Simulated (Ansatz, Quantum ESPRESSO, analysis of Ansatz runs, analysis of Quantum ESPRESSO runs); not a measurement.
# Substitutional P in diamond: charge-transition level, PBE (Quantum ESPRESSO)

Aim: the charge-transition level of substitutional P in diamond, to be set beside the measurement. Set-up: PBE, GBRV 1.5 PBE, 64-site cell, PBE lattice, k: the zone centre alone, start relaxed with Ansatz. The model is a cell of 64 host atoms with 1 C taken out and 1 P put in. The level is the Fermi energy at which two charge states have equal formation energy, after a correction for the images of the charge. This set-up takes another sampling or smearing than the usual one for this cell.

Measured beforehand: (+1/0) level below the conduction-band bottom: 0.6 eV, by known donor activation energy used as empirical marker; method not stated in the paper (quoted in “Hunting the elusive shallow n-type donor – An ab initio study of Li and N co-doped diamond”, 2021, S. Conejeros et al., quoting earlier work (2000)). (+1/0) level below the conduction-band bottom: 0.62 eV, by donor ionization energy (cited; method not stated) (quoted in “Phosphorescence and donor-acceptor pair recombination in laboratory-grown diamonds”, 2023, Jiahui Zhao et al., quoting earlier work (2013)). The calculation is set beside it at the end.

Calculated with Quantum ESPRESSO 7.5; Quantum ESPRESSO plane-wave DFT, PBE, GBRV 1.5 PBE potentials; relaxation of all atoms of a defect supercell.

## Step 1: Starting point

The cell holds 64 atoms: 63 C and 1 P. Its edges and angles: a = 7.142 Å, b = 7.142 Å, c = 7.142 Å, α = 90.0°, β = 90.0°, γ = 90.0°. It derives from C (space group Fd-3m). Nearest the centre at fractional (0.375, 0.375, 0.375): P8 at 0.00 Å, C49 at 1.70 Å, C4 at 1.70 Å, C42 at 1.70 Å, C27 at 1.70 Å, C7 at 2.56 Å, C38 at 2.56 Å, C23 at 2.56 Å. The cell carries charge +1.

The host's primitive cell comes from a first run (Quantum ESPRESSO plane-wave DFT, PBE, GBRV 1.5 PBE potentials; relaxation of cell and atoms of a defect-free cell): vectors of 2.525, 2.525 and 2.525 Å. That is 5.69 Å³ an atom, 0.4 % over the diffraction cell's volume. The supercell is built on it.

This program's steps are dear, so the start below was first relaxed with Ansatz (plane-wave PAW DFT, PBE; 5.4 s).

## Step 2: Relaxation, charge +1

Every later number rests on the structure around the defect, so the atoms are relaxed at the host's lattice first.

pw.in reads:

```
&CONTROL
  calculation = 'relax'
  prefix = 'pwscf'
  outdir = './tmp'
  pseudo_dir = './pseudo'
  tprnfor = .true.
  disk_io = 'low'
  nstep = 70
  forc_conv_thr = 0.00078
  etot_conv_thr = 0.0001
/
&SYSTEM
  ibrav = 0
  nat = 64
  ntyp = 2
  ecutwfc = 45
  ecutrho = 360
  nbnd = 132
  occupations = 'smearing'
  smearing = 'fd'
  degauss = 0.00073499
  tot_charge = 1
  nosym = .true.
/
&ELECTRONS
  conv_thr = 6d-08
  electron_maxstep = 100
  mixing_beta = 0.5
/
&IONS
  ion_dynamics = 'bfgs'
/
ATOMIC_SPECIES
C     12.0110 c_pbe_v1.2.uspp.F.UPF
P     30.9738 p_pbe_v1.5.uspp.F.UPF
CELL_PARAMETERS angstrom
   7.1418068620    0.0000000000    0.0000000000
   0.0000000000    7.1418068620    0.0000000000
   0.0000000000    0.0000000000    7.1418068620
ATOMIC_POSITIONS crystal
C     -0.0018945331   -0.0018014734    0.2503640940
C     -0.0019083271    0.2500504105   -0.0015228289
C      0.2499519044   -0.0017901589   -0.0015040502
C      0.2377305145    0.2378399779    0.2381598128
C      0.1209853737    0.1210588350    0.3749378396
C      0.1209763957    0.3745981672    0.1213725119
C      0.3745049313    0.1210777220    0.1213940076
P      0.3749473572    0.3750434352    0.3753602129
C     -0.0000438955    0.0000335234    0.7503696713
C     -0.0010437397    0.2499175552    0.5005142303
C      0.2498265547   -0.0009719111    0.5005051234
C      0.2498181390    0.2499138620    0.7513743109
C      0.1245583000    0.1246566971    0.8750496647
C      0.1209944129    0.3755134916    0.6293363498
C      0.3753904606    0.1210589583    0.6293495624
C      0.3749619609    0.3750385317    0.8753643906
C     -0.0010348896    0.5001934392    0.2502182632
C     -0.0000429014    0.7500760020    0.0003712017
C      0.2498305315    0.5001746926   -0.0006360450
C      0.2498243448    0.7510785499    0.2502280438
C      0.1209903939    0.6290433413    0.3758011997
C      0.1245697319    0.8747834454    0.1249633811
C      0.3754007189    0.6290183042    0.1214073639
C      0.3749719102    0.8750394588    0.3753670646
C     -0.0018871001    0.5000588398    0.7522300179
C     -0.0019061930    0.7519074269    0.5003607607
C      0.2377717068    0.5122865990    0.5125679632
C      0.2499348449    0.7519138683    0.7522391907
C      0.1245592385    0.6254471035    0.8756943607
C      0.1245557472    0.8753368260    0.6257617269
C      0.3745078197    0.6290413117    0.6293687112
C      0.3749463504    0.8750405059    0.8753737577
C      0.5001013522   -0.0009671103    0.2502191952
C      0.5001026814    0.2499142367   -0.0006431466
C      0.7499889835    0.0000234844    0.0003441850
C      0.7509783553    0.2499300237    0.2502101695
C      0.6289446881    0.1210767305    0.3757891948
C      0.6289684525    0.3755144807    0.1213683994
C      0.8746598229    0.1246557094    0.1249570425
C      0.8749697842    0.3750504244    0.3753567597
C      0.4999522388   -0.0018185374    0.7522342558
C      0.5121423149    0.2378187444    0.5125682925
C      0.7518364349   -0.0017889149    0.5003417126
C      0.7518013059    0.2500398969    0.7522161662
C      0.6253563606    0.1246412557    0.8756701752
C      0.6289297467    0.3745913893    0.6293238754
C      0.8752586386    0.1246527736    0.6257692881
C      0.8749611138    0.3750510564    0.8753404092
C      0.5121935520    0.5122387718    0.2381647574
C      0.4999568929    0.7518922439   -0.0014933053
C      0.7518550760    0.5000711765   -0.0015134059
C      0.7518099560    0.7519010361    0.2503689757
C      0.6289524364    0.6290121675    0.3749481291
C      0.6253595661    0.8753420497    0.1249493787
C      0.8752730066    0.6254666262    0.1249722901
C      0.8749627909    0.8750534562    0.3753525630
C      0.5001045635    0.5001752549    0.7513728870
C      0.5001051518    0.7510598661    0.5005207474
C      0.7509820044    0.5001717818    0.5005053447
C      0.7499904294    0.7500725442    0.7503670553
C      0.6253777275    0.6254503784    0.8750546312
C      0.6253772429    0.8747644749    0.6257553861
C      0.8746642401    0.6254492074    0.6257726894
C      0.8749820011    0.8750453578    0.8753606825
K_POINTS gamma
```

pp_potential.in reads:

```
&INPUTPP
  prefix = 'pwscf'
  outdir = './tmp'
  filplot = 'potential.dat'
  plot_num = 11
/
&PLOT
  nfile = 1
  filepp(1) = 'potential.dat'
  iflag = 3
  output_format = 6
  fileout = 'potential.cube'
/
```

The run is started by

```
$ OMP_NUM_THREADS=1 mpirun -n 4 pw.x -in pw.in > pw.out
$ OMP_NUM_THREADS=1 mpirun -n 4 pp.x -in pp_potential.in > pp_potential.out
```

The program printed:

```text
This program is part of the open-source Quantum ESPRESSO suite
     for quantum simulation of materials; please cite
         "P. Giannozzi et al., J. Phys.:Condens. Matter 21 395502 (2009);
         "P. Giannozzi et al., J. Phys.:Condens. Matter 29 465901 (2017);
         "P. Giannozzi et al., J. Chem. Phys. 152 154105 (2020);
          URL
     in publications or presentations arising from this work. More details at

     gamma-point specific algorithms are used

     Subspace diagonalization in iterative solution of the eigenvalue problem:
     a serial algorithm will be used

     --------------------
     sticks:   dense  smooth     PW     G-vecs:    dense   smooth      PW
     Min        1301     649    164                70809    25090    3132
     Max        1304     652    165                70812    25098    3137
     Sum        5209    2601    657               283241   100377   12533

     Using Slab Decomposition

     bravais-lattice index     =            0
     lattice parameter (alat)  =      13.4961  a.u.
     unit-cell volume          =    2458.2209 (a.u.)^3
     number of atoms/cell      =           64
     number of atomic types    =            2
     number of electrons       =       256.00
     number of Kohn-Sham states=          132
     kinetic-energy cutoff     =      45.0000  Ry
     charge density cutoff     =     360.0000  Ry
     scf convergence threshold =      6.0E-08
     mixing beta               =       0.5000
     number of iterations used =            8  plain     mixing
     energy convergence thresh.=      1.0E-04
     force convergence thresh. =      7.8E-04
     Exchange-correlation=  SLA  PW   PBX  PBC
                           (   1   4   3   4   0   0   0)
     nstep                     =           70

     celldm(1)=  13.496059  celldm(2)=   0.000000  celldm(3)=   0.000000
     celldm(4)=   0.000000  celldm(5)=   0.000000  celldm(6)=   0.000000

     crystal axes: (cart. coord. in units of alat)
               a(1) = (   1.000000   0.000000   0.000000 )
               a(2) = (   0.000000   1.000000   0.000000 )
               a(3) = (   0.000000   0.000000   1.000000 )

     reciprocal axes: (cart. coord. in units 2 pi/alat)
               b(1) = (  1.000000  0.000000  0.000000 )
               b(2) = (  0.000000  1.000000  0.000000 )
               b(3) = (  0.000000  0.000000  1.000000 )

     PseudoPot. # 1 for C  read from file:
     c_pbe_v1.2.uspp.F.UPF
     Pseudo is Ultrasoft + core correction, Zval =  4.0
     Generated by new atomic code, or converted to UPF format
     Using radial grid of  721 points,  4 beta functions with:
                l(1) =   0
                l(2) =   0
                l(3) =   1
                l(4) =   1
     Q(r) pseudized with  8 coefficients,  rinner =    1.100   1.100   1.100

     PseudoPot. # 2 for P  read from file:
     p_pbe_v1.5.uspp.F.UPF
     Pseudo is Ultrasoft + core correction, Zval =  5.0
     Generated by new atomic code, or converted to UPF format
     Using radial grid of  903 points,  6 beta functions with:
                l(1) =   0
                l(2) =   0
                l(3) =   1
                l(4) =   1
                l(5) =   2
                l(6) =   2
     Q(r) pseudized with  8 coefficients,  rinner =    1.300   1.300   1.300
                                                       1.300   1.300

     atomic species   valence    mass     pseudopotential
     C                 4.00    12.01100     C ( 1.00)
     P                 5.00    30.97380     P ( 1.00)

     No symmetry found

   Cartesian axes

     site n.     atom                  positions (alat units)
         1        C      tau(   1) = (  -0.0018945  -0.0018015   0.2503641  )
         2        C      tau(   2) = (  -0.0019083   0.2500504  -0.0015228  )
         3        C      tau(   3) = (   0.2499519  -0.0017902  -0.0015041  )
         4        C      tau(   4) = (   0.2377305   0.2378400   0.2381598  )
         5        C      tau(   5) = (   0.1209854   0.1210588   0.3749378  )
         6        C      tau(   6) = (   0.1209764   0.3745982   0.1213725  )
         7        C      tau(   7) = (   0.3745049   0.1210777   0.1213940  )
         8        P      tau(   8) = (   0.3749474   0.3750434   0.3753602  )
         9        C      tau(   9) = (  -0.0000439   0.0000335   0.7503697  )
        10        C      tau(  10) = (  -0.0010437   0.2499176   0.5005142  )
        11        C      tau(  11) = (   0.2498266  -0.0009719   0.5005051  )
        12        C      tau(  12) = (   0.2498181   0.2499139   0.7513743  )
        13        C      tau(  13) = (   0.1245583   0.1246567   0.8750497  )
        14        C      tau(  14) = (   0.1209944   0.3755135   0.6293363  )
        15        C      tau(  15) = (   0.3753905   0.1210590   0.6293496  )
        16        C      tau(  16) = (   0.3749620   0.3750385   0.8753644  )
        17        C      tau(  17) = (  -0.0010349   0.5001934   0.2502183  )
[...]
57        C      tau(  57) = (   0.5001046   0.5001753   0.7513729  )
        58        C      tau(  58) = (   0.5001052   0.7510599   0.5005207  )
        59        C      tau(  59) = (   0.7509820   0.5001718   0.5005053  )
        60        C      tau(  60) = (   0.7499904   0.7500725   0.7503671  )
        61        C      tau(  61) = (   0.6253777   0.6254504   0.8750546  )
        62        C      tau(  62) = (   0.6253772   0.8747645   0.6257554  )
        63        C      tau(  63) = (   0.8746642   0.6254492   0.6257727  )
        64        C      tau(  64) = (   0.8749820   0.8750454   0.8753607  )

     number of k points=     1  Fermi-Dirac smearing, width (Ry)=  0.0007
                       cart. coord. in units 2pi/alat
        k(    1) = (   0.0000000   0.0000000   0.0000000), wk =   2.0000000

     Dense  grid:   141621 G-vectors     FFT dimensions: (  81,  81,  81)

     Smooth grid:    50189 G-vectors     FFT dimensions: (  60,  60,  60)

     Initial potential from superposition of free atoms

     starting charge     256.9973, renormalised to     256.0000
     Starting wfcs are  256 randomized atomic wfcs

     Self-consistent Calculation

     iteration #  1     ecut=    45.00 Ry     beta= 0.50
     Davidson diagonalization with overlap
     ethr =  1.00E-02,  avg # of iterations =  2.0

     total energy              =    -739.12995570 Ry
     estimated scf accuracy    <       4.23746482 Ry

     iteration #  2     ecut=    45.00 Ry     beta= 0.50
     Davidson diagonalization with overlap
     ethr =  1.66E-03,  avg # of iterations =  3.0

     total energy              =    -739.12077167 Ry
     estimated scf accuracy    <       0.62408233 Ry

     iteration #  3     ecut=    45.00 Ry     beta= 0.50
     Davidson diagonalization with overlap
     ethr =  2.44E-04,  avg # of iterations =  2.0

     total energy              =    -739.16882530 Ry
     estimated scf accuracy    <       0.02587377 Ry

     iteration #  4     ecut=    45.00 Ry     beta= 0.50
     Davidson diagonalization with overlap
     ethr =  1.01E-05,  avg # of iterations = 19.0

     total energy              =    -739.17413497 Ry
     estimated scf accuracy    <       0.00211015 Ry

     iteration #  5     ecut=    45.00 Ry     beta= 0.50
     Davidson diagonalization with overlap
     ethr =  8.24E-07,  avg # of iterations =  5.0

     total energy              =    -739.17462901 Ry
     estimated scf accuracy    <       0.00034376 Ry

     iteration #  6     ecut=    45.00 Ry     beta= 0.50
     Davidson diagonalization with overlap
     ethr =  1.34E-07,  avg # of iterations =  2.0

     total energy              =    -739.17467635 Ry
     estimated scf accuracy    <       0.00002375 Ry

     iteration #  7     ecut=    45.00 Ry     beta= 0.50
     Davidson diagonalization with overlap
     ethr =  9.28E-09,  avg # of iterations =  3.0

     total energy              =    -739.17468274 Ry
     estimated scf accuracy    <       0.00000316 Ry

     iteration #  8     ecut=    45.00 Ry     beta= 0.50
     Davidson diagonalization with overlap
     ethr =  1.23E-09,  avg # of iterations =  2.0

     total energy              =    -739.17468347 Ry
     estimated scf accuracy    <       0.00000026 Ry

     iteration #  9     ecut=    45.00 Ry     beta= 0.50
     Davidson diagonalization with overlap
     ethr =  1.01E-10,  avg # of iterations =  3.0

     total energy              =    -739.17468359 Ry
     estimated scf accuracy    <       0.00000012 Ry

     iteration # 10     ecut=    45.00 Ry     beta= 0.50
     Davidson diagonalization with overlap
     ethr =  4.78E-11,  avg # of iterations =  2.0

     End of self-consistent calculation

          k = 0.0000 0.0000 0.0000 (  6267 PWs)   bands (ev):

    -7.9355  -5.7172  -5.6536  -5.6535  -5.6534  -5.5854  -5.5852  -3.5705
    -3.5704  -3.5703  -3.4556  -3.4241  -3.4240  -3.4240  -3.3901  -3.3900
    -3.3662  -3.3661  -3.3660  -2.1201  -2.1200  -2.1199  -2.0868   0.1495
     0.1816   0.1817   0.1818   0.7706   0.7706   0.7746   0.7748   0.7751
     0.9036   1.5316   1.5317   1.5318   1.5466   1.5466   1.5468   1.6100
     1.6101   1.7002   1.7005   1.7006   1.8856   4.7438   4.7440   4.7442
     4.8055   4.8056   4.8057   4.8930   4.8930   4.9166   4.9168   4.9169
     5.1396   5.1744   5.1745   5.1746   5.1964   5.1965   5.1968   5.2234
     5.2234   5.2392   5.3297   5.3298   5.3299   5.8726   5.8727   5.8938
     5.8939   5.8940   5.9956   5.9958   5.9958   6.0284   6.0286   6.0286
     6.1106   7.2970   7.2970   7.2970   7.2992   7.2992   7.2993   8.9701
     8.9702   8.9702   9.0693   9.0694   9.2945   9.3878   9.3880   9.3881
     9.3976   9.3978   9.3979   9.5005   9.5006   9.5007   9.6017   9.6017
     9.6018  10.5316  10.5317  10.5318  10.5359  10.5360  10.5855  10.5856
    10.5859  10.6294  10.7137  10.7138  10.7139  10.7204  10.7205  10.8206
    10.8207  10.8208  10.9353  10.9354  10.9357  13.6084  13.6084  13.6085
    17.4959  17.4963  17.4966  17.9028

     the Fermi energy is    14.7480 ev

!    total energy              =    -739.17468361 Ry
     estimated scf accuracy    <       0.00000001 Ry
     smearing contrib. (-TS)   =       0.00000000 Ry
     internal energy E=F+TS    =    -739.17468361 Ry

     The total energy is F=E-TS. E is the sum of the following terms:
     one-electron contribution =     260.18004884 Ry
     hartree contribution      =      62.98678525 Ry
     xc contribution           =    -238.25500897 Ry
     ewald contribution        =    -824.08650872 Ry

     convergence has been achieved in  10 iterations

     Forces acting on atoms (cartesian axes, Ry/au):

     atom    1 type  1   force =    -0.00007407   -0.00004248   -0.00019199
     atom    2 type  1   force =     0.00000271   -0.00019590    0.00010632
     atom    3 type  1   force =    -0.00008417   -0.00011276    0.00003996
     atom    4 type  1   force =     0.00004621   -0.00003494   -0.00003405
     atom    5 type  1   force =     0.00007504    0.00028113    0.00006589
     atom    6 type  1   force =     0.00013393    0.00016643    0.00020121
     atom    7 type  1   force =     0.00027397    0.00015458    0.00009326
     atom    8 type  2   force =     0.00014845    0.00004324    0.00000415
     atom    9 type  1   force =    -0.00010721   -0.00001018    0.00004677
     atom   10 type  1   force =     0.00009752   -0.00006810   -0.00001958
     atom   11 type  1   force =    -0.00007971    0.00006206    0.00008845
     atom   12 type  1   force =    -0.00001490   -0.00003567   -0.00016823
     atom   13 type  1   force =    -0.00004374   -0.00003929    0.00006249
     atom   14 type  1   force =     0.00012977   -0.00019421   -0.00010364
     atom   15 type  1   force =    -0.00005877    0.00014668   -0.00014943
     atom   16 type  1   force =     0.00006678    0.00007792    0.00001986
[...]
atom   57 type  1   force =     0.00002027    0.00016768   -0.00008516
     atom   58 type  1   force =     0.00008227   -0.00011616    0.00001198
     atom   59 type  1   force =    -0.00012989    0.00013217    0.00008592
     atom   60 type  1   force =    -0.00005115    0.00000131    0.00009882
     atom   61 type  1   force =    -0.00007239    0.00003393    0.00004729
     atom   62 type  1   force =    -0.00006651    0.00000104    0.00008074
     atom   63 type  1   force =     0.00008288   -0.00001197   -0.00008515
     atom   64 type  1   force =    -0.00008510    0.00004563    0.00001983

     Total force =     0.001542     Total SCF correction =     0.000245
     SCF correction compared to forces is large: reduce conv_thr to get better values

     BFGS Geometry Optimization
     Energy error            =      2.4E-06 Ry
     Gradient error          =      3.2E-04 Ry/Bohr

     bfgs converged in   1 scf cycles and   0 bfgs steps
     (criteria: energy <  1.0E-04 Ry, force <  7.8E-04 Ry/Bohr)

     End of BFGS Geometry Optimization

     Final energy             =    -739.1746836084 Ry
Begin final coordinates

ATOMIC_POSITIONS (crystal)
C               -0.0018945331       -0.0018014734        0.2503640940
C               -0.0019083271        0.2500504105       -0.0015228289
C                0.2499519044       -0.0017901589       -0.0015040502
C                0.2377305145        0.2378399779        0.2381598128
C                0.1209853737        0.1210588350        0.3749378396
C                0.1209763957        0.3745981672        0.1213725119
C                0.3745049313        0.1210777220        0.1213940076
P                0.3749473572        0.3750434352        0.3753602129
C               -0.0000438955        0.0000335234        0.7503696713
C               -0.0010437397        0.2499175552        0.5005142303
C                0.2498265547       -0.0009719111        0.5005051234
C                0.2498181390        0.2499138620        0.7513743109
C                0.1245583000        0.1246566971        0.8750496647
C                0.1209944129        0.3755134916        0.6293363498
C                0.3753904606        0.1210589583        0.6293495624
C                0.3749619609        0.3750385317        0.8753643906
[...]
C                0.5001045635        0.5001752549        0.7513728870
C                0.5001051518        0.7510598661        0.5005207474
C                0.7509820044        0.5001717818        0.5005053447
C                0.7499904294        0.7500725442        0.7503670553
C                0.6253777275        0.6254503784        0.8750546312
C                0.6253772429        0.8747644749        0.6257553861
C                0.8746642401        0.6254492074        0.6257726894
C                0.8749820011        0.8750453578        0.8753606825
End final coordinates

=------------------------------------------------------------------------------=
   JOB DONE.
=------------------------------------------------------------------------------=
```

The job ended after 11 s (4 MPI ranks of Arm Neoverse V2, shared host; peak memory 0.42 GiB).

(Part 1 of 2 ends here.)

[Logs are printed without paths, hosts, clocks, repeated set-up lines and the standing remarks that a program may print on its own settings, such as how far it seeks lower states.]

[Hosts, paths, dates, database ids (printed as entryN), source tags and the programs' standing remarks are cut or masked in the printed files.]

[For some hosts the program warned that the k-mesh of the response run may be too coarse for force constants and the static dielectric constant; such warnings are not shown here.]
